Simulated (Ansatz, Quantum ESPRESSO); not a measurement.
# GdB2 (P6/mmm): zone-centre phonons, part 2 of 3

Wanted: the vibrations of GdB2 (P6/mmm) at Γ, by two programs.

Quantum ESPRESSO 7.5; DFT PBEsol, scalar-relativistic, plane waves, PseudoDojo norm-conserving, 4f in core pseudopotentials.

So far. Step 2 (A probe with smearing): No gap opens on this mesh, so smearing is kept; the start stands at -5.4 GPa. Step 4 (Ground state): The cell stands at -0.029 GPa, close enough for phonons. The relaxed cell has a = 3.283, c = 3.897 Å (conventional setting).

### 5. Zone-centre response

At q = 0 one unit cell holds all displacements; symmetry groups them into irreducible representations that are solved one by one. With smeared occupations no response to a homogeneous field can be asked.

Contents of ph.in:

```
phonons
&INPUTPH
  prefix       = 'x'
  outdir       = './tmp'
  fildyn       = 'g.dyn'
  tr2_ph       = 1.0d-18
  alpha_mix(1) = 0.4
  nmix_ph      = 8
/
0.000000000 0.000000000 0.000000000
```

Run with:

```sh
> OMP_NUM_THREADS=1 mpirun -n 8 ph.x -nk 8 -in ph.in > ph.out
```

What it wrote:

```text
[banners, grids, parts of the stress and lines that vanish by symmetry left out]
[banner, memory and clock lines left out]
Program PHONON v.7.5

     ./tmp/x.save/

     IMPORTANT: XC functional enforced from input :
     Exchange-correlation= PBESOL
                           (   1   4  10   8   0   0   0)
     Any further DFT definition will be discarded
     Please, verify this is what you really want

     G-vector sticks info

     Reading collected, re-writing distributed wavefunctions in ./tmp/

     Number and degeneracy of irreps per q-point
       N         xq(1)         xq(2)         xq(3)   N irreps
       1   0.000000000   0.000000000   0.000000000       6
        1   2   1   1   2   2

     Calculation of q =    0.0000000   0.0000000   0.0000000

     phonons

     bravais-lattice index     =            4
     lattice parameter (alat)  =       6.2033  a.u.
     unit-cell volume          =     245.4354 (a.u.)^3
     number of atoms/cell      =            3
     number of atomic types    =            2
     kinetic-energy cut-off    =      68.0000  Ry
     charge density cut-off    =     272.0000  Ry
     convergence threshold     =      1.0E-18
     beta                      =       0.4000
     number of iterations used =            8
     Exchange-correlation= PBESOL
                           (   1   4  10   8   0   0   0)

     celldm(1)=    6.20335  celldm(2)=    0.00000  celldm(3)=    1.18721
     celldm(4)=    0.00000  celldm(5)=    0.00000  celldm(6)=    0.00000

     crystal axes: (cart. coord. in units of alat)
               a(1) = (  1.0000  0.0000  0.0000 )
               a(2) = ( -0.5000  0.8660  0.0000 )
               a(3) = (  0.0000  0.0000  1.1872 )

     reciprocal axes: (cart. coord. in units 2 pi/alat)
               b(1) = (  1.0000  0.5774 -0.0000 )
               b(2) = (  0.0000  1.1547  0.0000 )
               b(3) = (  0.0000 -0.0000  0.8423 )

     Atoms inside the unit cell:

     Cartesian axes

     site n.  atom      mass           positions (alat units)
        1  Gd    157.2500   tau(    1) = (    0.00000    0.00000    0.00000  )
        2  B      10.8100   tau(    2) = (   -0.00000    0.57735    0.59361  )
        3  B      10.8100   tau(    3) = (    0.50000    0.28868    0.59361  )

     Computing dynamical matrix for
                    q = (   0.0000000   0.0000000   0.0000000 )

     25 Sym.Ops. (with q -> -q+G )

     G cutoff =  265.1316  (  18567 G-vectors)     FFT grid: ( 36, 36, 40)

     number of k points=    95  Marzari-Vanderbilt smearing, width (Ry)=  0.0200
                       cart. coord. in units 2pi/alat
        k(    1) = (   0.0000000   0.0000000   0.0000000), wk =   0.0017361
        k(    2) = (   0.0000000   0.0000000   0.1052887), wk =   0.0034722
        k(    3) = (   0.0000000   0.0000000   0.2105775), wk =   0.0034722
        [... further k-points left out ...]

     PseudoPot. # 1 for Gd read from file:
     ./pseudo/Gd.upf
     Pseudo is Norm-conserving + core correction, Zval = 11.0
     Using radial grid of 1776 points,  7 beta functions with:
                l(1) =   0
                l(2) =   0
                l(3) =   1
                l(4) =   1
                l(5) =   2
                l(6) =   2
                l(7) =   3

     PseudoPot. # 2 for B  read from file:
     ./pseudo/B.upf
     Pseudo is Norm-conserving + core correction, Zval =  3.0
     Using radial grid of 1534 points,  4 beta functions with:
                l(1) =   0
                l(2) =   0
                l(3) =   1
                l(4) =   1

     Mode symmetry, D_6h(6/mmm) point group:

     Atomic displacements:
     There are    6 irreducible representations

     Representation     1      1 modes -  To be done

     Representation     2      2 modes -  To be done

     Representation     3      1 modes -  To be done

     Representation     4      1 modes -  To be done

     Representation     5      2 modes -  To be done

     Representation     6      2 modes -  To be done

     Alpha used in Ewald sum =   2.7000

     Representation #   1 mode #   1

     Self-consistent Calculation
      thresh= 1.000E-02 alpha_mix =  0.400 |ddv_scf|^2 =  5.881E-08
      thresh= 2.425E-05 alpha_mix =  0.400 |ddv_scf|^2 =  1.223E-08
      thresh= 1.106E-05 alpha_mix =  0.400 |ddv_scf|^2 =  1.787E-10
      thresh= 1.337E-06 alpha_mix =  0.400 |ddv_scf|^2 =  4.910E-13
      thresh= 7.007E-08 alpha_mix =  0.400 |ddv_scf|^2 =  4.895E-14
      thresh= 2.213E-08 alpha_mix =  0.400 |ddv_scf|^2 =  1.716E-17
      thresh= 4.142E-10 alpha_mix =  0.400 |ddv_scf|^2 =  4.884E-18
      thresh= 2.210E-10 alpha_mix =  0.400 |ddv_scf|^2 =  2.770E-21

     End of self-consistent calculation

     Convergence has been achieved

     Representation #   2 modes #   2   3

     Self-consistent Calculation
      thresh= 1.000E-02 alpha_mix =  0.400 |ddv_scf|^2 =  1.491E-07
      thresh= 3.862E-05 alpha_mix =  0.400 |ddv_scf|^2 =  1.757E-08
      thresh= 1.325E-05 alpha_mix =  0.400 |ddv_scf|^2 =  1.132E-10
      thresh= 1.064E-06 alpha_mix =  0.400 |ddv_scf|^2 =  2.397E-12
      thresh= 1.548E-07 alpha_mix =  0.400 |ddv_scf|^2 =  2.568E-13
      thresh= 5.068E-08 alpha_mix =  0.400 |ddv_scf|^2 =  1.675E-15
[...]
End of self-consistent calculation

     Convergence has been achieved

     Representation #   3 mode #   4

     Self-consistent Calculation
[...]
End of self-consistent calculation

     Convergence has been achieved

     Representation #   4 mode #   5

     Self-consistent Calculation
[...]
End of self-consistent calculation

     Convergence has been achieved

     Representation #   5 modes #   6   7

     Self-consistent Calculation
[...]
End of self-consistent calculation

     Convergence has been achieved

     Representation #   6 modes #   8   9

     Self-consistent Calculation
[...]
thresh= 3.433E-05 alpha_mix =  0.400 |ddv_scf|^2 =  2.716E-09
      thresh= 5.211E-06 alpha_mix =  0.400 |ddv_scf|^2 =  5.049E-12
      thresh= 2.247E-07 alpha_mix =  0.400 |ddv_scf|^2 =  1.582E-12
      thresh= 1.258E-07 alpha_mix =  0.400 |ddv_scf|^2 =  3.118E-15
      thresh= 5.584E-09 alpha_mix =  0.400 |ddv_scf|^2 =  1.638E-16
      thresh= 1.280E-09 alpha_mix =  0.400 |ddv_scf|^2 =  2.177E-17
      thresh= 4.666E-10 alpha_mix =  0.400 |ddv_scf|^2 =  9.001E-20

     End of self-consistent calculation

     Convergence has been achieved

     Number of q in the star =    1
     List of q in the star:
          1   0.000000000   0.000000000   0.000000000

     Diagonalizing the dynamical matrix

     q = (    0.000000000   0.000000000   0.000000000 )

 **************************************************************************
     freq (    1) =      -0.089067 [THz] =      -2.970942 [cm-1]
     freq (    2) =      -0.089067 [THz] =      -2.970942 [cm-1]
     freq (    3) =      -0.086532 [THz] =      -2.886397 [cm-1]
     freq (    4) =       9.918663 [THz] =     330.850970 [cm-1]
     freq (    5) =       9.918663 [THz] =     330.850970 [cm-1]
     freq (    6) =      10.260129 [THz] =     342.241058 [cm-1]
     freq (    7) =      16.736174 [THz] =     558.258659 [cm-1]
     freq (    8) =      16.736174 [THz] =     558.258659 [cm-1]
     freq (    9) =      18.001881 [THz] =     600.478100 [cm-1]
 **************************************************************************

     Mode symmetry, D_6h(6/mmm) point group:

     freq (   1-   2) =         -3.0  [cm-1]   --> E_1u            I
     freq (   3-   3) =         -2.9  [cm-1]   --> A_2u            I
     freq (   4-   5) =        330.9  [cm-1]   --> E_1u            I
     freq (   6-   6) =        342.2  [cm-1]   --> A_2u            I
     freq (   7-   8) =        558.3  [cm-1]   --> E_2g            R
     freq (   9-   9) =        600.5  [cm-1]   --> B_1g
```

The job ended after 1.9 min (8 MPI ranks of Arm Neoverse V2, shared host; 15 min of CPU time).

Numbers from this step:

* largest acoustic frequency at the zone centre before the sum rule: -2.97 cm⁻¹
* highest optical zone-centre mode (no LO-TO term): 600.5 cm⁻¹
* lowest optical zone-centre mode: 330.9 cm⁻¹

The acoustic modes at Γ come out as far as 3.0 cm⁻¹ from zero, where they should vanish, a small numerical error.

### 6. Zone-centre analysis

A rigid shift of the crystal must cost nothing, but grids and finite bases break this; the acoustic sum rule is imposed before the matrix is diagonalised again.

Contents of dynmat.in:

```
&INPUT
  fildyn = 'g.dyn'
  asr    = 'simple'
  fileig = 'dynmat.eig'
/
```

Run with:

```sh
> dynmat.x -in dynmat.in > dynmat.out
```

What it wrote:

```text
[banner, memory and clock lines left out]
Program DYNMAT v.7.5

     Reading Dynamical Matrix from file g.dyn
     ...Force constants read
     ...epsilon and Z* not read (not found on file)
     A direction for q was not specified:TO-LO splitting will be absent

     Polarizability (A^3 units)
     multiply by 1.000000 for Clausius-Mossotti correction
         0.000000    0.000000    0.000000
         0.000000    0.000000    0.000000
         0.000000    0.000000    0.000000

     IR activities are in (D/A)^2/amu units

# mode   [cm-1]    [THz]      IR
    1     -0.00   -0.0000    0.0000
    2     -0.00   -0.0000    0.0000
    3      0.00    0.0000    0.0000
    4    330.86    9.9189    0.0000
    5    330.86    9.9189    0.0000
    6    342.25   10.2604    0.0000
    7    558.26   16.7363    0.0000
    8    558.26   16.7363    0.0000
    9    600.48   18.0021    0.0000

cm-1]
[end of the log left out, with the tail of the file of modes that dynmat.x writes under the same name]
```

Run time: 0.47 s. Hardware: 1 thread.

Unit eigenvectors of the mass-weighted matrix after the sum rule; no LO-TO term. The modes at Γ (shares of kinetic energy by element, %):

```tsv
mode	frequency (cm⁻¹)	symmetry	Gd %	B %
1	0.0	acoustic	88	12
2	0.0	acoustic	88	12
3	0.0	acoustic	88	12
4	330.9	E1u	12	88
5	330.9	E1u	12	88
6	342.2	A2u	12	88
7	558.3	E2g	0	100
8	558.3	E2g	0	100
9	600.5	B1g	0	100
```

Displacements in mode 4 (330.9 cm⁻¹), the largest set to 1:
```
Gd1 -0.14 -0.05  0.00
B2   1.00  0.37  0.00
B3   1.00  0.37  0.00
```

Displacements in mode 6 (342.2 cm⁻¹), the largest set to 1:
```
Gd1  0.00  0.00 -0.14
B2   0.00  0.00  1.00
B3   0.00  0.00  1.00
```

The rule moves no optical mode by more than 0.1 cm⁻¹.

### 7. Sum rules set otherwise (asr crystal)

The rule can be imposed in more than one way; the choices should agree where the raw error is small.

Contents of dynmat.in:

```
&INPUT
  fildyn = 'g.dyn'
  asr    = 'crystal'
  fileig = 'dynmat.eig'
/
```

Run with:

```sh
> dynmat.x -in dynmat.in > dynmat.out
```

What it wrote:

```text
[banner, memory and clock lines left out]
Program DYNMAT v.7.5

     Reading Dynamical Matrix from file g.dyn
     ...Force constants read
     ...epsilon and Z* not read (not found on file)
     Acoustic Sum Rule: || Z*(ASR) - Z*(orig)|| =    0.000000E+00
     Acoustic Sum Rule: ||dyn(ASR) - dyn(orig)||=    1.367733E-04
     A direction for q was not specified:TO-LO splitting will be absent

     Polarizability (A^3 units)
     multiply by 1.000000 for Clausius-Mossotti correction
         0.000000    0.000000    0.000000
         0.000000    0.000000    0.000000
         0.000000    0.000000    0.000000

     IR activities are in (D/A)^2/amu units

# mode   [cm-1]    [THz]      IR
    1     -0.00   -0.0000    0.0000
    2     -0.00   -0.0000    0.0000
    3      0.00    0.0000    0.0000
    4    330.81    9.9173    0.0000
    5    330.81    9.9173    0.0000
    6    342.20   10.2590    0.0000
    7    558.26   16.7362    0.0000
    8    558.26   16.7362    0.0000
    9    600.48   18.0019    0.0000

[end of the log left out, with the tail of the file of modes that dynmat.x writes under the same name]
```

Elapsed: 0.47 s, on 1 thread.

This step gave:

```yaml
lowest_optical_zone_centre_mode: 330.8 cm⁻¹
```

Zone-centre frequencies as printed; negative means imaginary. Modes:

```tsv
mode	frequency (cm⁻¹)
1	0
2	0
3	0
4	330.8
5	330.8
6	342.2
7	558.3
8	558.3
9	600.5
```

Against the first rule no mode moves by more than 0.1 cm⁻¹.

### 8. Sum rules set otherwise: a sum rule for molecules or wires on a crystal

This rule also removes rotations, which suits molecules and not a crystal; it is tried to see the harm.

Contents of dynmat.in:

```
&INPUT
  fildyn = 'g.dyn'
  asr    = 'zero-dim'
  fileig = 'dynmat.eig'
/
```

Run with:

```sh
> dynmat.x -in dynmat.in > dynmat.out
```

What it wrote:

```text
[banner, memory and clock lines left out]
Program DYNMAT v.7.5

     Reading Dynamical Matrix from file g.dyn
     ...Force constants read
     ...epsilon and Z* not read (not found on file)
     Acoustic Sum Rule: || Z*(ASR) - Z*(orig)|| =    0.000000E+00
     Acoustic Sum Rule: ||dyn(ASR) - dyn(orig)||=    4.429915E-01
     A direction for q was not specified:TO-LO splitting will be absent

     Polarizability (A^3 units)
     multiply by 1.000000 for Clausius-Mossotti correction
         0.000000    0.000000    0.000000
         0.000000    0.000000    0.000000
         0.000000    0.000000    0.000000

     IR activities are in (D/A)^2/amu units

# mode   [cm-1]    [THz]      IR
    1     -0.00   -0.0000    0.0000
    2     -0.00   -0.0000    0.0000
    3     -0.00   -0.0000    0.0000
    4      0.00    0.0000    0.0000
    5      0.00    0.0000    0.0000
    6      0.00    0.0000    0.0000
    7    337.52   10.1186    0.0000
    8    515.67   15.4595    0.0000
    9    558.26   16.7362    0.0000

[end of the log left out, with the tail of the file of modes that dynmat.x writes under the same name]
```

The job ended after 0.47 s (1 thread).

The program raised no error, yet the settings are not those of a careful run.

The fault: a sum rule for molecules or wires on a crystal; 3 optical modes are projected out to zero frequency, as if they were rotations.

For a crystal the rule has to be 'simple' or 'crystal'.

Zone-centre frequencies as printed; negative means imaginary. Modes:

```tsv
mode	frequency (cm⁻¹)
1	0
2	0
3	0
4	0
5	0
6	0
7	337.5
8	515.7
9	558.3
```

[end of part 2 of 3]

[Host names and launcher messages were left out of these logs when they were recorded.]

[Logs are printed without paths, hosts, clocks, repeated set-up lines and the standing remarks that a program may print on its own settings, such as how far it seeks lower states.]

[Hosts, paths, dates, database ids (printed as entryN), source tags and the programs' standing remarks are cut or masked in the printed files.]
